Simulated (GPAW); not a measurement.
**Near-edge structure at the O K edge of BaTiO3 (Barioperovskite, Amm2)**

What does one-electron theory with a core hole give for the O K edge of BaTiO3 (Barioperovskite, Amm2)?

Calculated with GPAW 26.7.0; X-ray absorption from dipole matrix elements to empty bands, plane-wave PAW LDA.

**1. Starting point**

The structure is orthorhombic, space group Amm2 (No. 38). The conventional cell has a = 3.986 Å, b = 5.674 Å, c = 5.690 Å, α = 90.00°, β = 90.00°, γ = 90.00°. Nearest to Ba lie 12 O at 2.77 to 2.92 Å. Nearest to Ti lie 6 O at 1.93 to 2.09 Å. O has 2 Ti at 1.93 to 2.09 Å and 4 Ba at 2.81 to 2.84 Å nearest. Nearest to O lie 2 Ti at 2.00 Å and 4 Ba at 2.77 to 2.92 Å. Farther neighbours and most contacts between anions are not listed.

As a file:

```
Ba Ti O
1.0
     3.98550    0.00000    0.00000
     0.00000    2.83690    2.84515
     0.00000   -2.83690    2.84515
Ba Ti O
1 1 3
Direct
  0.00000 0.00000 0.00000
  0.50000 0.51240 0.51240
  0.50000 0.99184 0.50524
  0.50000 0.50524 0.99184
  0.00000 0.48740 0.48740
```

**2. The field without a hole**

A plain self-consistent run shows whether there is a gap, which decides the set-up of the core-hole run.

scf.py

```python
import numpy as np
from ase import Atoms
from ase.parallel import parprint, paropen
from gpaw import GPAW, PW, FermiDirac, Mixer, MixerDif, setup_paths
from gpaw.test import gen
setup_paths.insert(0, '.')
gen('O', name='nch1s', xcname='LDA', corehole=(1, 0, 0), write_xml=True)
from gpaw.mpi import world
world.barrier()

atoms = Atoms('BaTiO3',
    cell=[[3.9855, 0, 0],
     [0, 2.8369, 2.84515],
     [0, -2.8369, 2.84515]],
    scaled_positions=[[0, 0, 0],
     [0.5, 0.5124, 0.5124],
     [0.5, 0.99184, 0.50524],
     [0.5, 0.50524, 0.99184],
     [0, 0.4874, 0.4874]],
    pbc=True)
atoms.calc = calc = GPAW(legacy_gpaw=True, mode=PW(500, force_complex_dtype=True), xc='LDA', setups={2: 'nch1s'},
    kpts={'size': (6, 6, 6), 'gamma': True}, occupations=FermiDirac(0.05),
    charge=0, mixer=Mixer(0.1, 5, 50), maxiter=150,
    convergence={'density': 0.0001, 'eigenstates': 1e-6}, txt='scf.txt')
energy = atoms.get_potential_energy() + calc.get_reference_energy()
ef = calc.get_fermi_level()
out = dict(energy=energy, fermi=ef, forces=atoms.get_forces().tolist())
parprint(f'all-electron energy {energy:.4f} eV, Fermi level {ef:.4f} eV')
ev = np.array([[calc.get_eigenvalues(k, s) for k in range(len(calc.get_ibz_k_points()))] for s in range(calc.get_number_of_spins())])
out['homo'], out['lumo'], out['counts'] = ev[ev < ef].max(), ev[ev > ef].min(), sorted(set((ev < ef).sum((0, 2)).tolist()))
out['filled'] = (ev[:, 0] < ef).sum(1).tolist()
import json
with paropen('out.json', 'w') as f:
    json.dump(out, f)
```

Started as:

```sh
$ OMP_NUM_THREADS=1 mpirun -n 8 gpaw python scf.py
```

Numbers of over 12 decimals in the logs are rounded to 6 here.

Log:

```text
Input parameters:
  convergence: {density: 0.0001,
                eigenstates: 1e-06}
  kpts: {gamma: True,
         size: (6, 6, 6)}
  maxiter: 150
  mixer: {backend: pulay,
          beta: 0.1,
          method: separate,
          nmaxold: 5,
          weight: 50}
  mode: {ecut: 500.0,
         force_complex_dtype: True,
         name: pw}
  occupations: {fixmagmom: False,
                name: fermi-dirac,
                width: 0.05}
  setups: {2: nch1s}

Initialize ...

[... PAW data sets ...]

Reference energy: -250365.446817  # eV

Spin-paired calculation

[... convergence settings ...]
Symmetries present (total): 2
  [... symmetry matrices ...]

216 k-points: 6 x 6 x 6 Monkhorst-Pack grid + [1/12,1/12,1/12]
80 k-points in the irreducible part of the Brillouin zone
       k-points in crystal coordinates                weights
   0:     0.00000000    0.00000000    0.00000000          1/216
   1:     0.00000000    0.00000000    0.16666667          2/216
   2:     0.00000000    0.00000000    0.33333333          2/216
   3:     0.00000000    0.00000000    0.50000000          1/216
   4:     0.00000000    0.16666667   -0.33333333          2/216
   5:     0.00000000    0.16666667   -0.16666667          2/216
   6:     0.00000000    0.16666667    0.00000000          2/216
   7:     0.00000000    0.16666667    0.16666667          2/216
   8:     0.00000000    0.16666667    0.33333333          2/216
   9:     0.00000000    0.16666667    0.50000000          2/216
          ...
  79:     0.50000000    0.50000000    0.50000000          1/216

Wave functions: Plane wave expansion
  Cutoff energy: 500.000 eV
  Number of coefficients (min, max): 1614, 1659
  Pulay-stress correction: 0.000000 eV/Ang^3 (de/decut=0.000000)
  Using FFTW library
  Wavefunction extrapolation:
    Improved wavefunction reuse through dual PAW basis

Occupation numbers: Fermi-Dirac:
  width: 0.0500  # eV

Eigensolver
   Davidson(niter=2)

Densities:
  Coarse grid: 21*21*21 grid
  Fine grid: 42*42*42 grid
  Total Charge: 0.000000

Density mixing:
  Method: separate
  Backend: pulay
  Linear mixing parameter: 0.1
  old densities: 5
  Width of damping distribution: 1.1
  Damping of long wavelength oscillations: 50

[... Hamiltonian set-up ...]
Number of atoms: 5
Number of atomic orbitals: 30
Number of bands in calculation: 28
Number of valence electrons: 40
Bands to converge: occupied

... initialized

Initializing position-dependent things.

Density initialized from atomic densities
Creating initial wave functions:
  28 bands from LCAO basis set

              O
            O
        O    Ti

        Ba

Atomic positions and initial magnetic moments

Positions:
   0 Ba     0.000000    0.000000    0.000000    ( 0.0000,  0.0000,  0.0000)
   1 Ti     1.992750    0.000000    2.915710    ( 0.0000,  0.0000,  0.0000)
   2 O      1.992750    1.380436    4.259417    ( 0.0000,  0.0000,  0.0000)
   3 O      1.992750   -1.380436    4.259417    ( 0.0000,  0.0000,  0.0000)
   4 O      0.000000   -0.000000    2.773452    ( 0.0000,  0.0000,  0.0000)

Unit cell:
           periodic     x           y           z      points  spacing
  1. axis:    yes    3.985500    0.000000    0.000000    21     0.1898
  2. axis:    yes    0.000000    2.836900    2.845150    21     0.1913
  3. axis:    yes    0.000000   -2.836900    2.845150    21     0.1913

  Lengths:   3.985500   4.017820   4.017820
  Angles:   89.833620  90.000000  90.000000

Effective grid spacing dv^(1/3) = 0.1908

iter:   1   -47.351033
iter:   2   -44.360790   -0.86  -0.96
iter:   3   -42.528212   -1.02  -1.10
iter:   4   -42.510411   -2.33  -1.45
iter:   5   -42.518350c  -2.14  -1.46
iter:   6   -42.576846   -1.79  -1.81
iter:   7   -42.428129   -2.12  -1.75
iter:   8   -42.401874   -3.46  -2.17
iter:   9   -42.401615   -4.48  -2.96
iter:  10   -42.401563c  -4.84  -3.11
iter:  11   -42.401509c  -5.34  -3.29
iter:  12   -42.401476c  -5.58  -3.50
iter:  13   -42.401472c  -6.94c -3.75
iter:  14   -42.401468c  -6.05c -3.88
iter:  15   -42.401468c  -7.58c -4.27c

Converged after 15 iterations.

Dipole moment: (0.000000, -0.000000, 1.754172) |e|*Ang

Energy contributions relative to reference atoms: (reference = -250365.446817)

Kinetic:        +29.343750
Potential:      -31.543114
External:        +0.000000
XC:             -40.350988
Entropy (-ST):   -0.000000
Local:           +0.148885
SIC:             +0.000000
--------------------------
Free energy:    -42.401468
Extrapolated:   -42.401468

Showing only first 2 kpts
 Kpt  Band  Eigenvalues  Occupancy
  0    18      7.02611    2.00000
  0    19      7.07061    2.00000
  0    20      9.06034    0.00000
  0    21      9.12495    0.00000

  1    18      6.78089    2.00000
  1    19      6.90171    2.00000
  1    20      9.18846    0.00000
  1    21      9.59727    0.00000

Fermi level: 8.19137

Gap: 1.801 eV
Transition (v -> c):
  (s=0, k=79, n=19, [0.50, 0.50, 0.50]) -> (s=0, k=0, n=20, [0.00, 0.00, 0.00])
Direct/indirect transitions are different
Direct gap: 1.990 eV
Transition at: (s=0, k=0, n=19, [0.00, 0.00, 0.00])

Forces in eV/Ang:
  0 Ba    0.00000    0.00000    0.16576
  1 Ti    0.00000    0.00000    0.18011
  2 O     0.00000   -0.03128   -0.26501
  3 O     0.00000    0.03142   -0.26491
  4 O     0.00000    0.00004    0.19405
Scalar-relativistic atomic LDA calculation for O (Oxygen, Z=8)
Core hole in 1s state (1s occupation: 2.0)
300 radial gridpoints.
|------------------------------------------------|
|------------------------------------------------|
[... the atom generator's iteration count ...]

Energy contributions:
-------------------------
Kinetic:      +74.266897
XC:            -7.772280
Potential:   -141.018865
-------------------------
Total:        -74.524248

state      eigenvalue         ekin         rmax
-----------------------------------------------
1s^2.0 :   -18.772897    28.821965        0.130
2s^2.0 :    -0.872866     3.204810        0.874
2p^4.0 :    -0.337925     2.553337        0.813
-----------------------------------------------
(units: Bohr and Hartree)

Generating PAW setup
Kinetic energy of the core from tauc = 57.689706
Cutoffs:
rc(s)=1.300
rc(p)=1.130
rc(d)=1.170
rc(vbar)=1.300
rc(comp)=1.260
rc(nct)=1.300

Kinetic energy of the core states: 57.643930
Charge: 0.0
Core electrons: 2.0
Valence electrons: 6.0
Pseudo-core charge: 0.000776
Shape function alpha=6.299
Pseudo-electron charge 5.666261
state    eigenvalue         norm
--------------------------------
2s(2) :    -0.872866     1.079797
*s    :     0.127134
2p(4) :    -0.337925     0.876472
*p    :     0.662075
*d    :     0.000000
--------------------------------

Diagonalizing with gridspacing h=0.050

state   all-electron     PAW
-------------------------------
2s:      -0.872866    -0.873954
2p:      -0.337925    -0.341740
*d:                    0.050276
*f:                    0.077289
-------------------------------
all-electron energy -250407.8483 eV, Fermi level 8.1914 eV
```

Wall time 12 s (8 MPI ranks of Arm Neoverse V2, shared host); peak memory 0.2 GiB.

The mesh shows a gap of 1.80 eV, so the hole is first treated in a charged cell, without the excited electron.

**3. Spectrum without a core hole, O atom 3**

This cheap baseline ignores the attraction of the hole: it shows the absorber's empty states as they are in the ground state. The data set with a hole of occupation 0 only carries the core orbital.

The absorber has 1 Ti at 1.93 Å and 1 Ti at 2.09 Å (linear, site symmetry m).

xas.py

```python
import numpy as np
from ase import Atoms
from ase.parallel import parprint, paropen
from gpaw import GPAW, PW, FermiDirac, Mixer, MixerDif, setup_paths
from gpaw.test import gen
setup_paths.insert(0, '.')
gen('O', name='nch1s', xcname='LDA', corehole=(1, 0, 0), write_xml=True)
from gpaw.mpi import world
world.barrier()

atoms = Atoms('BaTiO3',
    cell=[[3.9855, 0, 0],
     [0, 2.8369, 2.84515],
     [0, -2.8369, 2.84515]],
    scaled_positions=[[0, 0, 0],
     [0.5, 0.5124, 0.5124],
     [0.5, 0.99184, 0.50524],
     [0.5, 0.50524, 0.99184],
     [0, 0.4874, 0.4874]],
    pbc=True)
atoms.calc = calc = GPAW(legacy_gpaw=True, mode=PW(500, force_complex_dtype=True), xc='LDA', setups={2: 'nch1s'},
    kpts={'size': (6, 6, 6), 'gamma': True}, occupations=FermiDirac(0.02),
    charge=0, mixer=Mixer(0.1, 5, 50), maxiter=150,
    convergence={'density': 0.0001, 'eigenstates': 1e-6}, txt='scf.txt')
energy = atoms.get_potential_energy() + calc.get_reference_energy()
ef = calc.get_fermi_level()
out = dict(energy=energy, fermi=ef, forces=atoms.get_forces().tolist())
parprint(f'all-electron energy {energy:.4f} eV, Fermi level {ef:.4f} eV')
ev = np.array([[calc.get_eigenvalues(k, s) for k in range(len(calc.get_ibz_k_points()))] for s in range(calc.get_number_of_spins())])
out['homo'], out['lumo'], out['counts'] = ev[ev < ef].max(), ev[ev > ef].min(), sorted(set((ev < ef).sum((0, 2)).tolist()))
out['filled'] = (ev[:, 0] < ef).sum(1).tolist()

from ase.units import Ha
from gpaw.xas import dipole_matrix_elements
nb = int(calc.get_number_of_electrons() / 2) + 47
top, nb = nb, nb + 8 + nb // 12
nscf = calc.fixed_density(kpts={'size': (6, 6, 6), 'gamma': True}, nbands=nb,
    convergence={'bands': top, 'eigenstates': 5e-3}, maxiter=60, txt='nscf.txt')
cell = atoms.cell.array
ops = [cell.T @ U.T @ np.linalg.inv(cell.T) for U in nscf.wfs.kd.symmetry.op_scc]
filled = [20]  # bands filled in the ground state, by spin
E = np.arange(-25, 34, 0.1)
fwhm = np.interp(E, [4, 25], [0.9, 3.5])
Y, X, zero, highest = 0, 0, 1e9, 1e9
for spin in range(nscf.get_number_of_spins()):
    wfs = nscf.wfs
    mine = wfs.bd.get_slice()  # this rank's bands
    A = dipole_matrix_elements(wfs.setups[2])
    eps = np.zeros((wfs.kd.nibzkpts, nb))
    d = np.zeros((3, A.shape[1], wfs.kd.nibzkpts, nb), complex)
    for kpt in wfs.kpt_u:
        if kpt.s == spin and 2 in kpt.P_ani:
            eps[kpt.k, mine] = kpt.eps_n * Ha
            d[:, :, kpt.k, mine] = (kpt.weight * wfs.nspins / 2) ** 0.5 * np.inner(A, kpt.P_ani[2])
    world.sum(eps)
    world.sum(d)
    T = np.einsum('amkn,bmkn->abkn', d, d.conj()).real
    T = sum(np.einsum('ai,ijkn,bj->abkn', R, T, R) for R in ops) / len(ops)
    empty = np.ones_like(eps, bool) & (np.arange(nb) >= filled[spin])
    zero, highest = min(zero, eps[empty].min()), min(highest, eps[:, top - 1].min())
    lines = [(eps, T, empty)] if spin == 0 else lines + [(eps, T, empty)]
for eps, T, empty in lines:
    f = np.einsum('aakn->akn', T).reshape(3, -1)
    x = eps.ravel() - zero
    w = np.interp(x, E, fwhm) / 2.35482
    g = np.exp(-0.5 * ((E[:, None] - x) / w) ** 2) / (w * (2 * np.pi) ** 0.5)
    Y = Y + (f * empty.ravel()) @ g.T
    X = X + (f * ~empty.ravel()) @ g.T
out.update(E=E.round(2).tolist(), xas=Y.tolist(), xes=X.tolist(), zero=zero, valid=highest - zero, nk=len(eps), nb=nb)
for i in range(0, len(E), 10):
    parprint(f'{E[i]:7.2f}', *(f'{v:10.3e}' for v in Y[:, i]))
import json
with paropen('out.json', 'w') as f:
    json.dump(out, f)
```

Started as:

```sh
$ OMP_NUM_THREADS=1 mpirun -n 8 gpaw python xas.py
```

Log:

```text
Input parameters:
  convergence: {density: 0.0001,
                eigenstates: 1e-06}
  kpts: {gamma: True,
         size: (6, 6, 6)}
  maxiter: 150
  mixer: {backend: pulay,
          beta: 0.1,
          method: separate,
          nmaxold: 5,
          weight: 50}
  mode: {ecut: 500.0,
         force_complex_dtype: True,
         name: pw}
  occupations: {fixmagmom: False,
                name: fermi-dirac,
[...]
*p    :     0.662075
*d    :     0.000000
--------------------------------

Diagonalizing with gridspacing h=0.050

state   all-electron     PAW
-------------------------------
2s:      -0.872866    -0.873954
2p:      -0.337925    -0.341740
*d:                    0.050276
*f:                    0.077289
-------------------------------
all-electron energy -250407.8483 eV, Fermi level 7.9995 eV
[...]
32.00  9.635e-05  7.383e-05  7.507e-05
  33.00  9.185e-05  8.004e-05  8.296e-05
[key lines of the parts left out:]
Converged after 15 iterations.
Dipole moment: (-0.000000, -0.000000, 1.754172) |e|*Ang
Free energy:    -42.401468
Fermi level: 7.99952
```

Wall time 23 s (8 MPI ranks); peak memory 0.3 GiB.

The O K spectrum, O atom 3, no core hole (energy from the lowest empty level; intensity scaled to a mean of 1 over the first 20 eV; polarised curves are means over the symmetry-equivalent atoms):

```tsv
E (eV)	isotropic	ε ∥ x	ε ∥ y	ε ∥ z
-2.00	0.00	0.00	0.00	0.00
-1.25	0.00	0.00	0.00	0.00
-0.50	0.01	0.01	0.00	0.01
0.25	0.23	0.32	0.16	0.20
1.00	0.93	1.37	0.69	0.73
1.75	1.88	2.82	1.40	1.40
2.50	0.62	0.75	0.57	0.54
3.25	0.49	0.07	0.71	0.68
4.00	0.69	0.17	0.97	0.95
4.75	1.22	0.53	1.57	1.55
5.50	1.64	1.07	1.92	1.92
6.25	1.46	1.33	1.50	1.54
7.00	1.55	1.86	1.38	1.40
7.75	1.35	1.78	1.13	1.13
8.50	0.67	0.95	0.54	0.53
9.25	0.41	0.59	0.32	0.32
10.00	0.45	0.61	0.37	0.37
10.75	0.66	0.78	0.60	0.61
11.50	0.94	0.82	1.00	1.00
12.25	1.16	0.73	1.38	1.38
13.00	1.25	0.74	1.49	1.50
13.75	1.22	0.90	1.36	1.40
14.50	1.20	1.04	1.25	1.30
15.25	1.15	1.05	1.18	1.20
16.00	1.05	0.99	1.08	1.07
16.75	0.98	0.99	0.98	0.97
17.50	0.99	1.09	0.95	0.94
18.25	0.99	1.16	0.91	0.90
19.00	0.87	1.08	0.78	0.76
19.75	0.67	0.85	0.59	0.57
20.50	0.49	0.62	0.44	0.42
21.25	0.40	0.47	0.36	0.35
22.00	0.37	0.42	0.35	0.34
22.75	0.37	0.41	0.35	0.35
23.50	0.37	0.40	0.36	0.35
24.25	0.37	0.39	0.37	0.36
25.00	0.38	0.37	0.39	0.38
25.75	0.40	0.38	0.42	0.41
26.50	0.43	0.40	0.46	0.43
27.25	0.47	0.46	0.49	0.46
28.00	0.52	0.54	0.52	0.50
28.75	0.58	0.63	0.56	0.54
29.50	0.64	0.73	0.60	0.59
30.25	0.72	0.85	0.66	0.65
31.00	0.80	0.96	0.72	0.72
31.75	0.87	1.03	0.78	0.79
```

Main maxima below 24 eV (height): 1.7 eV (1.90), 5.5 eV (1.64), 7.2 eV (1.58) and 13.0 eV (1.25). A K edge sees empty p states; the first features are O p mixed into the empty d states of the Ti neighbours, and the broad ones above probably into the cations' higher empty bands.

The same matrix elements for filled bands give the O K emission of O atom 3 (ground-state approximation; energy from the lowest empty level, largest value 1):

```tsv
E (eV)	emission
-24.00	0.00
-23.25	0.00
-22.50	0.00
-21.75	0.00
-21.00	0.00
-20.25	0.00
-19.50	0.00
-18.75	0.00
-18.00	0.00
-17.25	0.00
-16.50	0.00
-15.75	0.00
-15.00	0.00
-14.25	0.00
-13.50	0.00
-12.75	0.00
-12.00	0.02
-11.25	0.01
-10.50	0.00
-9.75	0.00
-9.00	0.00
-8.25	0.00
-7.50	0.00
-6.75	0.02
-6.00	0.27
-5.25	0.54
-4.50	0.80
-3.75	0.61
-3.00	0.82
-2.25	0.80
-1.50	0.13
-0.75	0.00
0.00	0.00
0.75	0.00
1.50	0.00
2.25	0.00
3.00	0.00
```

Emission maxima: -4.4 eV (0.82) and -2.6 eV (1.00).

**4. Supercell without a hole, the energy reference**

The photon energy needs a difference of total energies, so the cell and mesh of the coming hole run are first run without a hole.

scf.py: that of step 2 with these lines changed.

```diff
@@ -10,14 +10,29 @@
 
-atoms = Atoms('BaTiO3',
-    cell=[[3.9855, 0, 0],
-     [0, 2.8369, 2.84515],
-     [0, -2.8369, 2.84515]],
+atoms = Atoms('Ba4Ti4O12',
+    cell=[[-3.9855, 5.6738, 0],
+     [-3.9855, -5.6738, 0],
+     [3.9855, 0, 5.6903]],
     scaled_positions=[[0, 0, 0],
-     [0.5, 0.5124, 0.5124],
-     [0.5, 0.99184, 0.50524],
-     [0.5, 0.50524, 0.99184],
-     [0, 0.4874, 0.4874]],
+     [0.5, 0.5, 0],
+     [0, 0.5, 0.5],
+     [0.5, 0, 0.5],
+     [0.0062, 0.0062, 0.5124],
+     [0.5062, 0.5062, 0.5124],
+     [0.0062, 0.5062, 0.0124],
+     [0.5062, 0.0062, 0.0124],
+     [0.24592, 0.00262, 0.74854],
+     [0.74592, 0.50262, 0.74854],
+     [0.24592, 0.50262, 0.24854],
+     [0.74592, 0.00262, 0.24854],
+     [0.00262, 0.24592, 0.74854],
+     [0.50262, 0.74592, 0.74854],
+     [0.00262, 0.74592, 0.24854],
+     [0.50262, 0.24592, 0.24854],
+     [0.2437, 0.2437, 0.4874],
+     [0.7437, 0.7437, 0.4874],
+     [0.2437, 0.7437, 0.9874],
+     [0.7437, 0.2437, 0.9874]],
     pbc=True)
-atoms.calc = calc = GPAW(legacy_gpaw=True, mode=PW(500, force_complex_dtype=True), xc='LDA', setups={2: 'nch1s'},
-    kpts={'size': (6, 6, 6), 'gamma': True}, occupations=FermiDirac(0.05),
+atoms.calc = calc = GPAW(legacy_gpaw=True, mode=PW(500, force_complex_dtype=True), xc='LDA', setups={8: 'nch1s'},
+    kpts={'size': (3, 3, 3), 'gamma': True}, occupations=FermiDirac(0.02),
     charge=0, mixer=Mixer(0.1, 5, 50), maxiter=150,
```

Started as:

```sh
$ OMP_NUM_THREADS=1 mpirun -n 8 gpaw python scf.py
```

Log:

```text
Input parameters:
  convergence: {density: 0.0001,
                eigenstates: 1e-06}
  kpts: {gamma: True,
         size: (3, 3, 3)}
  maxiter: 150
  mixer: {backend: pulay,
          beta: 0.1,
          method: separate,
          nmaxold: 5,
          weight: 50}
  mode: {ecut: 500.0,
         force_complex_dtype: True,
         name: pw}
  occupations: {fixmagmom: False,
                name: fermi-dirac,
[...]
2s(2) :    -0.872866     1.079797
*s    :     0.127134
2p(4) :    -0.337925     0.876472
*p    :     0.662075
*d    :     0.000000
--------------------------------

Diagonalizing with gridspacing h=0.050

state   all-electron     PAW
-------------------------------
2s:      -0.872866    -0.873954
2p:      -0.337925    -0.341740
*d:                    0.050276
*f:                    0.077289
-------------------------------
all-electron energy -1001631.3806 eV, Fermi level 7.9594 eV
[key lines of the parts left out:]
Converged after 17 iterations.
Dipole moment: (7.167227, 0.000000, 2.868248) |e|*Ang
Free energy:   -169.593381
Fermi level: 7.95940
```

Elapsed: 52 s, on 8 MPI ranks; peak memory 0.36 GiB.

Reference energy: -1001631.381 eV with the cores included.

(Part 1 of 2 ends here.)

[Banner, clock and machine lines of the logs are left out without a mark of their own.]

[Logs are printed without paths, hosts, clocks, repeated set-up lines and the standing remarks that a program may print on its own settings, such as how far it seeks lower states.]

[Hosts, paths, dates, database ids (printed as entryN), source tags and the programs' standing remarks are cut or masked in the printed files.]

[Lists of maxima count a maximum above −3 eV only where it reaches 4 % of the highest in the window and stands out from its surroundings by 2 % of it (1.5 % where it reaches 55 %); shoulders and weaker maxima are passed over, and of the rest the first, up to two pre-edge ones and the few strongest are named.]
